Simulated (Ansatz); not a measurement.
# B2Pd (built on the sites of a database entry of Ga2Pt): phonons and vibrational spectra, part 2 of 2

Wanted: vibrations and spectra of B2Pd (built on the sites of a database entry of Ga2Pt); the cell is already relaxed. After the zone centre comes a 4×4×4 q mesh on a 12×12×12 k mesh.

Ansatz 0.2.0; DFT PBEsol, scalar-relativistic, plane waves, norm-conserving pseudopotentials.

So far. Step 2 (Linear response at the zone centre): Before it was imposed, the acoustic sum rule was missed by 5.9e-4 eV/Å². Small misses are needed for a sound result but don't prove that mesh and cutoff are converged. The lowest optical mode is real, 200 cm⁻¹.

The structure was built from a prototype and need not be the compound's stable phase.

### Step 3. Phonons on a q mesh

Stability and thermal properties need the whole zone. Linear response on a 4×4×4 q mesh gives force constants as far as a supercell of that size would.

input.yaml

```yaml
crystal:
  lattice:
    - [0.0, 2.5027582936, 2.5027582936]
    - [2.5027582936, 0.0, 2.5027582936]
    - [2.5027582936, 2.5027582936, 0.0]
  atoms:
    - { symbol: B, position: [0.25, 0.25, 0.25] }
    - { symbol: B, position: [0.75, 0.75, 0.75] }
    - { symbol: Pd, position: [0.0, 0.0, 0.0] }
kpoints:
  mp_grid: { grid: [12, 12, 12] }
hamiltonian:
  xc: pbesol
  pseudopotentials: { kind: nc }
scf:
  occupations: { method: methfessel_paxton, width: 0.15 }
output:
  eigenvalues: true
phonons:
  method: dfpt
  qmesh: [4, 4, 4]
  temperatures: { t_max: 1000, t_step: 50 }
  qpath:
    path:
      - [[0.0, 0.0, 0.0], [0.5, 0.0, 0.5], [0.625, 0.25, 0.625]]
      - [[0.375, 0.375, 0.75], [0.0, 0.0, 0.0], [0.5, 0.5, 0.5], [0.5, 0.25, 0.75], [0.5, 0.0, 0.5]]
    npoints: 10
```

Started as:

```sh
> ansatz run input.yaml --threads 4 --pin off --max-ram 7168MiB --backend cpu --events-out ev --progress --plain --runs-dir out
```

Numbers of over 12 decimals in the logs are rounded to 6 here.

Output:

```text
Warning: phonons: the dynamical matrix that this run interpolates holds no multipole term above the dipole-dipole one, and a site of this crystal is no centre of inversion, so its interpolated transverse optical and acoustic branches and sound speeds can stay off near Gamma, and the density of states and the thermodynamics with them. What a run solves at a wave vector of phonons.qpoints, Gamma apart, where the deck admits one, is free of this, and under fd what a larger phonons.supercell samples
[...]
Crystal: 3 atoms, lattice volume = 31.354 Å³
Basis set: ecut = 1115.666836 eV, 2685 PW (Γ), exchange–correlation on 80×80×80 points (8 copies of the dense FFT grid, shifted against one another)
Bands: 16, of which v1, the nominal top of the filled ones, is band 12 counted from 1 (11 counted from 0)
Symmetry: 48 space group operations
k-points: 72 of 1728
[...]
SCF iter   1: F=—  HF=-3833.009312 eV  |F-HF|=—  |Δ(HF+E_count)|=         —  Δρ=2.85e-1  dr2=3.22e1  ethr=3.10e-3  ⟨swp⟩=7.5  Hψ=7149  notcnv=0
[...]
SCF iter   9: F=-3827.327530 eV  HF=-3827.327530 eV  |F-HF|=6.37e-12  |Δ(HF+E_count)|=  1.85e-10  S|Δr|=    0.00e0  Δρ=2.16e-7  dr2=9.28e-12  ethr=1.00e-12  ⟨swp⟩=13.1  Hψ=10276  notcnv=0
SCF 1 converged in 9 iterations: F = -3827.327530 eV  dr2 = 9.28e-12
[...]
iter 1 solved again at ethr=1.54e-8 eV; its pass at ethr=3.10e-3 eV (dr2=3.70e-6 eV) is discarded
SCF iter   1: F=—  HF=-3827.327530 eV  |F-HF|=—  |Δ(HF+E_count)|=         —  Δρ=4.54e-7  dr2=3.98e-11  ethr=1.54e-8  ⟨swp⟩=6.5  Hψ=13383  notcnv=0
eigensolver tolerance schedule: the retry pair's looser diagonalisation over-reported the residual by 92868.71 of it (diagonalisation noise at 0.86 of the residual, at the tolerance the schedule requests for it); recorded, not acted on — ethr = c·dr2/N_el stays at c = 1.0e-1
[...]
SCF iter   2: F=—  HF=-3827.327530 eV  |F-HF|=—  |Δ(HF+E_count)|=   4.36e-7  S|Δr|=    0.00e0  Δρ=2.02e-7  dr2=3.88e-12  ethr=1.00e-12  ⟨swp⟩=7.4  Hψ=8015  notcnv=0
SCF iter   3: F=-3827.327530 eV  HF=-3827.327530 eV  |F-HF|=4.55e-13  |Δ(HF+E_count)|=  4.55e-13  S|Δr|=    0.00e0  Δρ=1.18e-7  dr2=1.17e-12  ethr=1.00e-12  ⟨swp⟩=1.5  Hψ=2837  notcnv=0
SCF 2 converged in 3 iterations: F = -3827.327530 eV  dr2 = 1.17e-12
phonons: the bands overlap, so this run is a metal and interpolates without the dipole-dipole term. If the crystal is really an insulator or semiconductor, its LO-TO splitting is missing
NSCF: frozen V_eff on 72 k-points
[...]
DFPT response loops at q = (0, 0, 0) (fractional): preconditioner auto → Kerker (q_TF=auto, 2.609 Å⁻¹) (partly filled bands, converged f_vac=0.003); β = 1.00, the filter's whole step (`scf.mixing.beta` (0.50) is not read by the response loops under this deck's `scf.mixing.preconditioner`; to damp them name `kerker` or `kerker_dos`, under which they read `scf.mixing.beta`, and type it under 1.00, their step now; both keys bind the ground state too); Broyden in place of MSR1
[...]
phonons.qmesh, q = [0.0000, 0.2500, -0.5000]: its response loops start from zero, take more passes and end by a threshold: the memory limit or budget leaves too little room for the subspace of the ground state's own states beside the solves, or none could be made (phonons.method)
[...]
SCF converged after 9 iterations
[...]
Free energy (F): -3827.327530 eV
[...]
Internal energy: -3827.329624 eV  (E = F + TS)
E sigma→0 (E₀):  -3827.328054 eV
Entropy (-TS):   0.002095 eV (0.698 meV/atom)
Fermi energy:    14.257622 eV
[...]
--- Band table (eV; the first three rows and the last of 72) ---
  k-point 0: bands = [... 8 lower, 10.1132, 10.1132, 15.1583, 18.8945, 18.8945, 18.8945, 19.4141, 19.4141]
  k-point 1: bands = [... 8 lower, 10.0812, 10.0812, 15.3124, 18.1110, 18.6020, 18.6020, 19.3394, 19.4044]
  k-point 2: bands = [... 8 lower, 10.0155, 10.0155, 15.4628, 16.7312, 17.8347, 17.8347, 19.2131, 19.4471]
  k-point 71: bands = [... 8 lower, 9.7665, 10.7853, 10.7853, 11.2374, 13.2913, 19.3030, 19.3030, 20.9342]
--- Phonons (Γ-DFPT): 2 representative perturbations + reference (Σ response iterations 5) ---
  ASR residual: 5.037e-4 → 0.000e0 eV/Å²; symmetrization residual: 1.877e-7 eV/Å²
  ASR residual per site (eV/Å²): 3.60e-5 3.60e-5 5.04e-4
  Γ frequencies (cm⁻¹): 0.00 0.00 0.00 200.31 200.31 200.31 382.63 382.63 382.63
--- Phonons (arbitrary-q DFPT): 8 irreducible q on the 4×4×4 mesh ---
  q = [0.0000, 0.0000, 0.0000] (star 1, of the zone-centre solve; hermiticity 3.88e-8, symmetrization 1.13e-14): -0.00 0.00 0.00 200.31 200.31 200.31 382.63 382.63 382.63
  q = [0.0000, 0.0000, 0.2500] (star 8, 2 solved perturbations on 936 of 1728 k-point pairs; hermiticity 1.50e-7, symmetrization 4.60e-13, the responses' own estimated error 3.8e-5 eV/Å²): -166.36 -126.11 -126.11 271.96 271.96 298.39 388.84 388.84 416.35
[...]
q = [0.0000, 0.2500, 0.2500] (star 6, 4 solved perturbations in 1608 linear systems a pass and spin channel, the states on 510 of 1728 k-point pairs; hermiticity 9.93e-8, symmetrization 6.13e-13, the responses' own estimated error 4.7e-5 eV/Å²): -185.63 -185.63 118.42 285.40 321.46 321.46 351.50 426.65 426.65
[...]
sum rule: each row above includes the acoustic sum rule's correction from the zone centre's row sums; it moved no ω² by more than (1.13 cm⁻¹)²
  mesh force constants: q→R imaginary residual 6.71e-18; ASR residual 5.037e-4 → 0.000e0 eV/Å²; symmetrization residual 6.217e-15 eV/Å²
  interpolated dispersion: 62 rows × 9 modes
  density of states and harmonic sums: on the 24×24×24 q-mesh, interpolated from the force constants of a 4×4×4 supercell (no non-analytic term)
  largest difference from the sums on the solved wave vectors: F 4.24e-3 eV, S 1.12e-5 and C_V 6.88e-6 eV/K
  zero-point energy: 0.143028 eV/cell   skipped modes (ω ≤ 0): 986, of them read as no rigid motion or as one in doubt: 983 (2.377e0 modes/cell left out, lowest -266.40 cm⁻¹)   left out of the sums: 2.64e-1 of the cell's modes: C_V's classical limit lies that fraction below 3 k_B per atom; for a crystal, a wire or a layer, F and S can be off by more, and a phonons.interpolated_qmesh denser along its periods is the remedy for the sampling
```

It took 13 min on 4 threads of Arm Neoverse V2, shared host; peak memory 5 GiB.

This step gave:

```
sum-rule residual before enforcement                    : 5.04e-4 eV/Å²
lowest frequency on the path                            : -266.4 cm⁻¹
highest frequency on the path or at a solved wavevector : 488.3 cm⁻¹
lowest mode on the q mesh (acoustic modes at Γ apart)   : -266.4 cm⁻¹
```

Frequencies (cm⁻¹) solved at each irreducible wavevector; negative means imaginary. Frequencies by wavevector, by row:

```tsv
q in reciprocal lattice units	star	mode 1	mode 2	mode 3	mode 4	mode 5	mode 6	mode 7	mode 8	mode 9
0 0 0	1	0	0	0	200.3	200.3	200.3	382.6	382.6	382.6
0 0 0.25	8	-166.4	-126.1	-126.1	272	272	298.4	388.8	388.8	416.4
0 0 -0.5	4	-123	-123	-100.8	347.1	369.7	369.7	401.5	401.5	462.2
0 0.25 0.25	6	-185.6	-185.6	118.4	285.4	321.5	321.5	351.5	426.6	426.6
0 0.25 -0.5	24	-231.6	-178	109	324.1	333.9	334.8	370.4	439	460.1
0 0.25 -0.25	12	-146.9	-140.8	-104.5	344.7	348.3	354.1	395.8	435.4	447.4
0 -0.5 -0.5	3	-193.7	-193.7	174.8	337.9	337.9	342.1	400.8	466.1	466.1
0.25 -0.5 -0.25	6	-266.4	73.8	73.8	338.3	363	364.9	407.7	407.7	488.3
```

Interpolated from a 4×4×4 q mesh. The phonon branches at the labelled points (cm⁻¹):

```tsv
point	branch 1	branch 2	branch 3	branch 4	branch 5	branch 6	branch 7	branch 8	branch 9
Γ	0	0	0	200	200	200	383	383	383
halfway	-186	-186	118	285	322	322	352	427	427
X	-194	-194	175	338	338	342	401	466	466
halfway	-217	-189	164	337	338	344	380	460	472
U	-235	-178	129	336	336	357	367	451	473
jump to K	-235	-178	129	336	336	357	367	451	473
halfway	-159	-120	-115	316	316	324	369	424	431
Γ	0	0	0	200	200	200	383	383	383
halfway	-166	-126	-126	272	272	298	389	389	416
L	-123	-123	-101	347	370	370	402	402	462
halfway	-227	-94	-76	333	343	347	403	421	466
W	-266	74	74	338	363	365	408	408	488
halfway	-240	-160	154	337	347	349	372	453	478
X	-194	-194	175	338	338	342	401	466	466
```

The phonon branches as a text plot (rows in cm⁻¹):

```
    473 |           *********                   *****************
    441 |      *****    *********            ***            **
    410 |   ***     ***     *** ****       ** **************    *
    378 |******   **   ** **   ***************  ***      *******
    347 |      * ***************               ******************
    315 |    *******            **           **
    284 |   *  *                 ***       **
    252 |  * **                  ****    ***
    221 | *                       ** *  ***
    190 |****        *              *****                       *
    158 |        **** ***                                    ***
    127 |      **        **                                 *
     95 |   ***            *                               *
     64 |  *                                             **
     32 | *                 *                           *
      1 |*                            **                   *
    -31 |                           **  *               *
    -62 | *                       ** *  *             **
    -93 |                    **  *   *   **     *******
   -125 |  *                   ******    * **********       **
   -156 |   *              **** * **      *****    *
   -188 |    ************** *    *                  *         ***
   -219 |              **  *                         **       **
   -251 |                **                            *******
         Γ           X  U|K            Γ         L        W     X
```

Tetrahedra on a 24×24×24 mesh, mean over bins of 10 cm-1. Interpolated from a 4×4×4 q mesh. Phonon density of states against wavenumber; read off at these points:

wavenumber (cm⁻¹), phonon density of states (1/cm⁻¹/cell) and a bar:
```
     -265      0.002 #
     -245      0.008 ##
     -225      0.010 ###
     -205      0.009 ##
     -185      0.015 ####
     -175      0.020 ######
     -165      0.019 ######
     -145      0.015 ####
     -125      0.013 ####
     -105      0.009 ###
      -85      0.006 ##
      -65      0.004 #
      -45      0.003 #
      -25      0.002 #
       -5      0.002 #
       15      0.002 #
       35      0.002 #
       55      0.003 #
       75      0.004 #
       95      0.005 #
      125      0.005 #
      145      0.004 #
      165      0.002 #
      185      0.000 
      205      0.001 
      225      0.002 
      245      0.002 #
      265      0.003 #
      285      0.005 #
      305      0.008 ##
      325      0.032 #########
      335      0.105 ##############################
      345      0.072 ####################
      365      0.025 #######
      385      0.021 ######
      405      0.021 ######
      425      0.033 #########
      435      0.034 ##########
      445      0.026 #######
      465      0.025 #######
      485      0.004 #
```

The partial phonon density of states has structure finer than the step of the table below, so its rows give means over 25 cm⁻¹, whole bins alone (the curve runs from -276 to 512 cm⁻¹). Peaks (cm⁻¹: height): B 338.6: 0.0631, 432.7: 0.0321; Pd -171.6: 0.0127, 115.7: 0.00534, 333.7: 0.0274.

Phonopy on the run's constants, 19x19x19 mesh, Gaussian sigma 5.6 cm-1. Interpolated from a 4×4×4 q mesh. The partial phonon density of states by wavenumber; means over each step; values in 1/cm⁻¹/cell:

```tsv
wavenumber (cm⁻¹)	B	Pd
-250	0.00340	0.00387
-225	0.00425	0.00537
-200	0.00438	0.00648
-175	0.00684	0.0115
-150	0.00529	0.0109
-125	0.00354	0.00925
-100	0.00198	0.00616
-75	0.00121	0.00444
-50	7.2e-4	0.00309
-25	2.2e-4	9.9e-4
0	5.2e-5	2.6e-4
25	3.6e-4	0.00183
50	5.0e-4	0.00274
75	5.3e-4	0.00355
100	5.3e-4	0.00463
125	3.4e-4	0.00490
150	1.1e-4	0.00389
175	6.9e-5	0.00101
200	0.00113	3.3e-5
225	0.00156	1.5e-4
250	0.00226	4.1e-4
275	0.00353	9.0e-4
300	0.00608	0.00196
325	0.0334	0.0138
350	0.0472	0.0126
375	0.0214	0.00216
400	0.0186	0.00113
425	0.0280	7.8e-4
450	0.0271	4.8e-4
475	0.0143	2.0e-4
```

Symmetry leaves 8 wavevectors to solve. The lowest mode among them, the acoustic zeros apart, lies at q = (0.25, -0.5, -0.25) and is imaginary, 266.4i cm⁻¹, so the energy falls along it.

### Step 4. Another isotope, element B, natural mass 10.81 amu

An isotope changes the mass and not the force constants, so no new electronic calculation is needed; the shifts show which modes move this element.

The same force constants with the mass of B changed from 10.810 to 10.013 u (phonopy, no LO-TO term). Both lists are sorted by frequency; levels can cross, so a row need not hold one and the same mode. Modes under 3 cm⁻¹ are left out. Isotope shifts, by row:

```tsv
q	rank	natural mass (cm⁻¹)	changed mass (cm⁻¹)
0 0 0	4	200.3	208.1
0 0 0	5	200.3	208.1
0 0 0	6	200.3	208.1
0 0 0	7	382.6	395.1
0 0 0	8	382.6	395.1
0 0 0	9	382.6	395.1
0 0 0.25	1	-166.4	-169.1
0 0 0.25	2	-126.1	-127.6
0 0 0.25	3	-126.1	-127.6
0 0 0.25	4	272	280.8
0 0 0.25	5	272	280.8
0 0 0.25	6	298.4	305.1
0 0 0.25	7	388.8	402
0 0 0.25	8	388.8	402
0 0 0.25	9	416.4	432.5
0 0 -0.5	1	-123	-124
0 0 -0.5	2	-123	-124
0 0 -0.5	3	-100.8	-102
0 0 -0.5	4	347.1	356.2
0 0 -0.5	5	369.7	381
0 0 -0.5	6	369.7	381
0 0 -0.5	7	401.5	417.1
0 0 -0.5	8	401.5	417.1
0 0 -0.5	9	462.2	480.2
0 0.25 0.25	1	-185.6	-188.4
0 0.25 0.25	2	-185.6	-188.4
0 0.25 0.25	3	118.4	118.7
0 0.25 0.25	4	285.4	296.6
0 0.25 0.25	5	321.5	329.5
0 0.25 0.25	6	321.5	329.5
0 0.25 0.25	7	351.5	364.5
0 0.25 0.25	8	426.6	442.7
0 0.25 0.25	9	426.6	442.7
```

A mode of this element alone would shift by +3.90 %. The highest zone-centre frequency without the field goes from 382.6 to 395.1 cm⁻¹ (+3.3 %). The product of the frequency ratios over all optical modes at Γ is 1.235; the product rule, (m/m′)^(3k/2) (M′/M)^(3/2) with k = 2 such atoms and M the mass of the cell, gives 1.235.

### Step 5. Another isotope, element Pd, natural mass 106.42 amu

The same for Pd, from 106.42 to 109.91 u.

The same force constants with the mass of Pd changed from 106.420 to 109.905 u (phonopy, no LO-TO term). Both lists are sorted by frequency; levels can cross, so a row need not hold one and the same mode. Modes under 3 cm⁻¹ are left out. Isotope shifts, by row:

```tsv
q	rank	natural mass (cm⁻¹)	changed mass (cm⁻¹)
0 0 0	4	200.3	200.3
0 0 0	5	200.3	200.3
0 0 0	6	200.3	200.3
0 0 0	7	382.6	381.6
0 0 0	8	382.6	381.6
0 0 0	9	382.6	381.6
0 0 0.25	1	-166.4	-164.8
0 0 0.25	2	-126.1	-124.7
0 0 0.25	3	-126.1	-124.7
0 0 0.25	4	272	271.2
0 0 0.25	5	272	271.2
0 0 0.25	6	298.4	296.4
0 0 0.25	7	388.8	388
0 0 0.25	8	388.8	388
0 0 0.25	9	416.4	416.3
0 0 -0.5	1	-123	-121.5
0 0 -0.5	2	-123	-121.5
0 0 -0.5	3	-100.8	-99.71
0 0 -0.5	4	347.1	345.2
0 0 -0.5	5	369.7	368.4
0 0 -0.5	6	369.7	368.4
0 0 -0.5	7	401.5	401.5
0 0 -0.5	8	401.5	401.5
0 0 -0.5	9	462.2	462.2
0 0.25 0.25	1	-185.6	-183.8
0 0.25 0.25	2	-185.6	-183.8
0 0.25 0.25	3	118.4	116.6
0 0.25 0.25	4	285.4	285.4
0 0.25 0.25	5	321.5	319.6
0 0.25 0.25	6	321.5	319.6
0 0.25 0.25	7	351.5	351.2
0 0.25 0.25	8	426.6	426.4
0 0.25 0.25	9	426.6	426.4
```

A mode of this element alone would shift by -1.60 %. The highest zone-centre frequency without the field goes from 382.6 to 381.6 cm⁻¹ (-0.3 %). The product of the frequency ratios over all optical modes at Γ is 0.992; the product rule, (m/m′)^(3k/2) (M′/M)^(3/2) with k = 1 such atoms and M the mass of the cell, gives 0.992.

### Step 6. Summary of results

```
space group (within 0.01 Å)                             : Fm-3m
volume per atom                                         : 10.5 Å³
electronic character                                    : no gap on this mesh
highest optical mode at the zone centre (no LO-TO term) : 383 cm⁻¹
lowest optical zone-centre mode                         : 200 cm⁻¹
lowest mode on the q mesh (acoustic modes at Γ apart)   : -266 cm⁻¹
highest frequency on the path or at a solved wavevector : 488 cm⁻¹
imaginary modes on the 4×4×4 q mesh                     : yes
```

In words: Modes are clearly imaginary (beyond 10i cm⁻¹) at 7 of the 8 irreducible wavevectors, most at q = (0.25, -0.5, -0.25) (266.4i cm⁻¹), so this structure is not a minimum of the energy. The optical modes at Γ span 200 to 383 cm⁻¹. The highest mode in this list at Γ, 382.6 cm⁻¹, is mostly motion of B (83 % of the kinetic energy). With no gap, or one that is small against the smearing, the frequencies hang on the k mesh and the smearing, most of all near Kohn anomalies. The starting cell was built on a prototype and not taken from a measurement, so the phase need not exist. These are harmonic frequencies at zero temperature: anharmonic shifts, linewidths and thermal expansion are left out.

[Logs are printed without paths, hosts, clocks, repeated set-up lines and the standing remarks that a program may print on its own settings, such as how far it seeks lower states.]

[Hosts, paths, dates, database ids (printed as entryN), source tags and the programs' standing remarks are cut or masked in the printed files.]
